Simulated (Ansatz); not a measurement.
## Atom list for Liquid pyrrole, made at 300 K (150 atoms)

Geometry: the last frame of 114 fs of DFT dynamics near 291 K. Computed with Ansatz 0.2.0: Kohn-Sham DFT, LDA, PAW (set soft_2), plane waves; cutoff 420 eV, Γ point, gaussian smearing of 0.025 eV; density 0.970 g/cm³.

Cell vectors (Å):

```
11.988 0.000 0.000
0.000 11.988 0.000
0.000 0.000 11.988
```

Positions (Å):

```
1 C 4.649 5.508 3.500
2 C 3.609 5.927 2.640
3 C 2.975 7.023 3.215
4 N 3.632 7.239 4.397
5 C 4.607 6.309 4.595
6 H 5.471 4.801 3.261
7 H 3.416 5.519 1.665
8 H 2.160 7.759 3.009
9 H 3.224 7.905 5.010
10 H 5.131 6.483 5.504
11 C 7.376 1.566 10.189
12 C 7.873 2.922 10.147
13 C 9.191 2.831 9.802
14 N 9.555 1.552 9.580
15 C 8.463 0.731 9.889
16 H 6.315 1.265 10.433
17 H 7.363 3.889 10.375
18 H 9.954 3.592 9.707
19 H 10.570 1.236 9.323
20 H 8.557 11.679 9.827
21 C 11.405 11.550 7.986
22 C 11.981 0.819 7.587
23 C 0.967 1.116 8.505
24 N 1.009 0.118 9.455
25 C 0.132 11.074 9.067
26 H 10.666 10.969 7.500
27 H 11.601 1.511 6.803
28 H 1.663 1.975 8.545
29 H 1.756 0.059 10.175
30 H 0.062 10.239 9.740
31 C 8.469 8.282 8.009
32 C 8.357 9.269 9.020
33 C 8.646 8.645 10.200
34 N 8.963 7.348 9.949
35 C 8.874 7.110 8.613
36 H 8.447 8.450 6.959
37 H 8.051 10.309 8.937
38 H 8.820 8.949 11.247
39 H 9.363 6.693 10.567
40 H 9.240 6.227 8.157
41 C 11.181 1.316 0.742
42 C 0.490 1.828 1.057
43 C 0.450 2.427 2.264
44 N 11.164 2.331 2.674
45 C 10.372 1.722 1.743
46 H 10.911 0.871 11.718
47 H 1.360 1.667 0.463
48 H 1.226 2.708 2.976
49 H 10.830 2.670 3.621
50 H 9.317 1.756 2.013
51 C 11.343 5.019 6.461
52 C 11.519 5.979 5.465
53 C 0.509 5.527 4.635
54 N 0.935 4.374 5.100
55 C 0.240 4.005 6.244
56 H 10.665 4.998 7.323
57 H 10.828 6.771 5.236
58 H 1.004 5.953 3.725
59 H 1.750 3.876 4.723
60 H 0.441 3.094 6.727
61 C 3.658 9.827 6.875
62 C 2.333 9.290 6.948
63 C 2.480 8.016 7.390
64 N 3.793 7.690 7.509
65 C 4.554 8.746 7.223
66 H 3.964 10.848 6.716
67 H 1.333 9.768 6.708
68 H 1.734 7.275 7.585
69 H 4.046 6.807 7.980
70 H 5.608 8.780 7.394
71 C 3.283 11.146 0.040
72 C 3.550 0.382 11.376
73 C 4.002 0.017 10.101
74 N 3.974 10.635 9.987
75 C 3.631 10.132 11.189
76 H 3.067 11.095 1.081
77 H 3.563 1.426 11.690
78 H 4.142 0.614 9.119
79 H 4.071 10.135 9.033
80 H 3.587 9.054 11.196
81 C 9.790 6.215 2.219
82 C 9.399 6.051 0.884
83 C 8.200 6.765 0.813
84 N 7.904 7.174 2.070
85 C 8.856 6.889 2.965
86 H 10.631 5.733 2.718
87 H 9.814 5.459 0.113
88 H 7.465 6.796 0.062
89 H 7.061 7.749 2.304
90 H 8.642 7.112 4.051
91 C 5.563 6.294 9.905
92 C 5.049 5.345 8.962
93 C 3.685 5.346 9.309
94 N 3.454 6.073 10.377
95 C 4.622 6.562 10.835
96 H 6.543 6.747 9.932
97 H 5.540 5.077 8.012
98 H 2.824 4.832 8.779
99 H 2.459 6.115 10.775
100 H 4.581 7.064 11.784
101 C 6.566 10.000 1.315
102 C 5.912 9.846 2.544
103 C 6.812 9.847 3.593
104 N 8.023 9.937 3.042
105 C 7.922 10.154 1.640
106 H 6.181 9.981 0.352
107 H 4.862 9.558 2.675
108 H 6.697 9.820 4.647
109 H 8.897 10.124 3.609
110 H 8.767 10.507 1.033
111 C 11.125 9.695 4.745
112 C 11.746 8.943 3.711
113 C 0.106 9.729 2.645
114 N 11.789 11.001 3.014
115 C 11.098 10.966 4.199
116 H 10.725 9.267 5.655
117 H 11.756 7.788 3.731
118 H 0.681 9.497 1.748
119 H 0.002 11.723 2.321
120 H 10.724 11.902 4.526
121 C 7.777 1.626 5.073
122 C 8.160 3.022 4.938
123 C 8.079 3.540 6.201
124 N 7.749 2.576 7.075
125 C 7.506 1.371 6.370
126 H 7.765 0.901 4.235
127 H 8.569 3.649 4.073
128 H 8.318 4.585 6.543
129 H 7.578 2.691 8.108
130 H 7.254 0.539 7.057
131 C 11.961 6.202 10.420
132 C 0.147 7.300 11.350
133 C 0.316 6.735 0.552
134 N 0.415 5.342 0.434
135 C 0.236 4.995 11.150
136 H 11.756 6.318 9.322
137 H 0.120 8.329 11.035
138 H 0.394 7.206 1.545
139 H 0.629 4.696 1.278
140 H 0.186 4.068 10.710
141 C 2.656 1.124 5.121
142 C 3.040 0.641 3.886
143 C 4.205 1.266 3.476
144 N 4.577 2.054 4.540
145 C 3.636 1.946 5.562
146 H 1.776 0.834 5.618
147 H 2.498 11.831 3.332
148 H 4.852 1.183 2.631
149 H 5.499 2.471 4.780
150 H 3.770 2.660 6.410
```

Q: Give the force and the charge of every atom.

Columns: atom, q, fx, fy, fz (forces in eV/Å, q the Löwdin charge in e).

```
1 -0.21 0.624 -0.625 -0.602
2 -0.24 -0.228 0.597 -0.138
3 -0.12 0.644 0.161 0.589
4 -0.16 -0.639 -1.012 -1.662
5 -0.11 -0.882 1.596 0.305
6 0.21 -0.710 0.176 0.201
7 0.20 -0.173 -0.226 -0.529
8 0.19 0.464 -0.822 -0.362
9 0.34 -0.021 0.881 1.448
10 0.21 0.972 -0.509 0.658
11 -0.21 0.270 0.101 0.132
12 -0.23 -0.704 -0.297 0.247
13 -0.09 0.878 0.220 -0.300
14 -0.15 0.328 -1.289 0.701
15 -0.13 0.002 2.966 -0.450
16 0.20 1.162 0.107 -0.206
17 0.21 0.125 -0.837 -0.137
18 0.19 0.072 0.431 -0.064
19 0.32 -2.147 0.418 0.264
20 0.20 0.111 -1.511 -0.044
21 -0.22 1.585 0.326 0.289
22 -0.23 -0.978 -0.322 0.113
23 -0.12 0.316 -0.042 0.845
24 -0.17 -0.347 -0.668 -1.376
25 -0.10 0.707 2.630 0.688
26 0.21 -0.961 -0.406 -0.643
27 0.19 0.264 -0.722 0.372
28 0.20 -0.352 -0.384 0.095
29 0.32 -0.197 -0.042 -0.203
30 0.21 -0.267 -0.588 -0.027
31 -0.23 0.448 0.032 0.761
32 -0.21 -0.347 -0.289 -0.130
33 -0.10 0.767 -0.485 1.457
34 -0.16 -0.637 0.860 -2.134
35 -0.12 -0.307 1.388 0.224
36 0.20 -0.297 0.084 -0.948
37 0.19 -0.038 -0.093 -0.276
38 0.20 -0.494 0.307 -0.405
39 0.33 0.671 -0.817 1.450
40 0.19 0.176 -1.080 -0.325
41 -0.21 0.678 0.099 -2.339
42 -0.23 -0.256 -1.125 -1.119
43 -0.12 0.230 0.093 0.983
44 -0.15 -1.278 0.832 1.928
45 -0.09 -0.569 0.624 1.926
46 0.19 0.133 0.429 1.358
47 0.20 0.786 -0.123 -0.504
48 0.20 0.142 0.119 -0.240
49 0.33 0.285 -0.375 -1.321
50 0.22 -0.171 -0.517 -0.593
51 -0.19 -0.441 -0.474 1.170
52 -0.22 -1.035 0.361 -0.082
53 -0.09 0.431 1.399 -1.600
54 -0.15 0.831 -2.306 1.011
55 -0.13 0.793 1.376 -1.790
56 0.17 -0.077 0.220 -0.322
57 0.19 -0.067 0.636 0.116
58 0.18 -0.474 -0.184 0.755
59 0.33 -0.113 -0.043 0.235
60 0.20 0.336 -1.059 0.750
61 -0.25 0.743 -1.976 0.647
62 -0.20 -0.115 1.305 -0.302
63 -0.12 0.046 -0.764 -0.266
64 -0.15 -1.055 -0.139 0.384
65 -0.15 -1.629 2.612 -0.409
66 0.21 0.054 0.407 -0.474
67 0.20 1.250 -0.310 0.319
68 0.21 -0.560 -0.559 0.092
69 0.32 0.487 -0.046 -0.102
70 0.22 0.815 -0.145 0.028
71 -0.23 0.632 0.868 0.437
72 -0.25 0.726 -0.429 -1.777
73 -0.11 -0.415 0.553 -1.889
74 -0.14 0.565 1.293 -1.016
75 -0.10 -0.631 -1.127 -1.027
76 0.21 -0.338 -0.340 0.899
77 0.21 -0.255 -0.184 0.384
78 0.19 -0.027 -0.702 1.733
79 0.32 -0.086 0.479 1.399
80 0.21 -0.168 -0.435 0.701
81 -0.21 1.560 -1.377 1.333
82 -0.23 -1.728 1.747 1.243
83 -0.13 0.924 -1.075 1.427
84 -0.12 -2.097 1.343 -0.271
85 -0.10 -0.558 -0.138 0.081
86 0.17 0.312 -0.037 -0.163
87 0.19 0.786 -0.632 -0.787
88 0.20 -0.905 0.277 -1.091
89 0.32 0.576 -0.359 -0.270
90 0.19 0.729 -0.235 -1.159
91 -0.20 1.429 -1.011 -0.220
92 -0.24 -0.984 1.997 0.619
93 -0.11 -0.586 -2.634 -3.154
94 -0.13 -2.101 -0.494 1.427
95 -0.11 -1.107 1.035 0.371
96 0.20 0.604 -0.145 -0.041
97 0.21 -0.306 -0.293 0.443
98 0.19 0.923 0.528 0.600
99 0.33 1.470 0.136 -0.287
100 0.22 0.489 0.585 0.408
101 -0.22 2.531 0.408 2.583
102 -0.22 -1.507 -0.906 0.419
103 -0.12 -0.353 -0.325 -1.570
104 -0.16 2.122 1.958 -1.586
105 -0.13 -0.634 -0.432 1.530
106 0.22 -0.940 0.131 -1.818
107 0.20 0.037 0.349 -0.036
108 0.22 -0.332 -0.240 0.999
109 0.32 -0.690 -0.266 -0.817
110 0.21 -0.061 -0.437 0.291
111 -0.23 0.406 0.226 -2.208
112 -0.18 -0.324 -3.201 0.296
113 -0.12 0.524 -0.104 1.102
114 -0.16 -0.497 -1.224 -0.344
115 -0.12 0.853 0.655 -0.205
116 0.21 -0.170 0.242 0.275
117 0.16 0.271 1.795 -0.116
118 0.20 -0.157 0.058 -0.071
119 0.33 -0.506 0.911 0.371
120 0.21 -0.458 0.889 0.773
121 -0.23 0.610 0.373 -2.099
122 -0.24 0.239 -0.122 -0.725
123 -0.08 0.639 1.403 0.668
124 -0.16 -1.047 -1.372 -0.210
125 -0.11 0.398 1.515 2.809
126 0.20 -0.107 0.246 0.460
127 0.19 -0.804 -1.093 0.842
128 0.19 -0.242 -1.005 -0.279
129 0.32 0.262 -0.065 -0.745
130 0.21 0.026 0.063 -0.944
131 -0.25 1.027 -0.524 0.470
132 -0.21 -0.725 -1.283 -2.687
133 -0.08 1.095 -1.348 2.546
134 -0.15 0.421 0.612 2.415
135 -0.15 -0.991 4.078 -1.625
136 0.19 0.252 -0.318 0.905
137 0.21 -0.188 0.486 0.286
138 0.19 0.042 -0.257 -0.294
139 0.32 -0.566 0.935 -1.723
140 0.23 0.061 -2.583 -0.414
141 -0.23 0.175 -0.212 0.130
142 -0.20 -0.121 -0.833 -2.135
143 -0.11 -0.062 0.187 2.081
144 -0.17 -0.480 0.049 1.034
145 -0.13 1.737 1.938 -0.336
146 0.21 -1.166 -0.370 0.880
147 0.18 0.242 0.614 0.159
148 0.23 0.315 -0.299 -0.666
149 0.33 -0.343 -0.262 -0.770
150 0.19 -0.306 -0.818 -0.372
```

The network of contacts between molecules at the start is that of the classical potential that made the cell, and needn't be the one that DFT or experiment would give. The functional has no dispersion term, which matters for the binding between molecules or layers, where LDA binds through overlap of densities alone. The density was typed from a rule of thumb and may lie off the real one at this temperature. Only the Γ point is sampled, in a cell whose shortest periodic width is 12 Å. The Löwdin charges lack the electrons that the projection spills, 0.031 e an atom on average.

The r.m.s. force component is 0.961 eV/Å; the longest force, 4.50 eV/Å, acts on C135.

[Logs are printed without paths, hosts, clocks, repeated set-up lines and the standing remarks that a program may print on its own settings, such as how far it seeks lower states.]

[Hosts, paths, dates, database ids (printed as entryN), source tags and the programs' standing remarks are cut or masked in the printed files.]
